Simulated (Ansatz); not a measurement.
Rows from a G0W0 calculation on GaSi2P (zincblende [110] superlattice) (Ansatz 0.2.0; G0W0 on PBEsol, plane waves, PAW; PAW set soft_1; 4×4×2 mesh, 118 empty bands, screening to 36 eV, PAW set soft_1 files), in eV. Spin-orbit coupling is left out.

```csv
row,k,band,start,Σx,Σc at the solution,Vxc
A,"(-0.500, 0.000, -0.500)",v1,4.949,-14.457,2.078,-12.480
B,Γ,v1,6.734,-15.261,1.546,-13.967
C,"(-0.500, 0.000, -0.500)",c2,7.709,-6.974,-3.309,-10.900
D,Γ,c1,7.482,-6.684,-3.396,-10.615
E,Γ,c2,7.670,-6.707,-3.441,-10.731
F,"(-0.500, 0.000, -0.500)",c1,7.484,-6.525,-3.330,-10.351
```

Question: Work out each quasiparticle level and how far it moved.

The quasiparticle equation reads E = start + Σx + Σc(E) − Vxc.

```
row  E (eV)  shift (eV)
  A   5.051      +0.101
  B   6.985      +0.251
  C   8.325      +0.616
  D   8.017      +0.535
  E   8.253      +0.583
  F   7.980      +0.496
```

The gap over the computed points goes from 0.75 eV to 0.99 eV.

Limits: not at the basis limit; no spin-orbit coupling; coarse k mesh.

[Paths, hosts, dates, memory and timing lines, banners, echoed tables and standing remarks are left out of the program output.]

[Logs are printed without paths, hosts, clocks, repeated set-up lines and the standing remarks that a program may print on its own settings, such as how far it seeks lower states.]

[Runs of the session that timed out or met a known fault of the program may be left out.]

[Cells called generated may have been cut or substituted from an entry of the Crystallography Open Database or the Materials Project.]

[Hosts, paths, dates, database ids (printed as entryN), source tags and the programs' standing remarks are cut or masked in the printed files.]
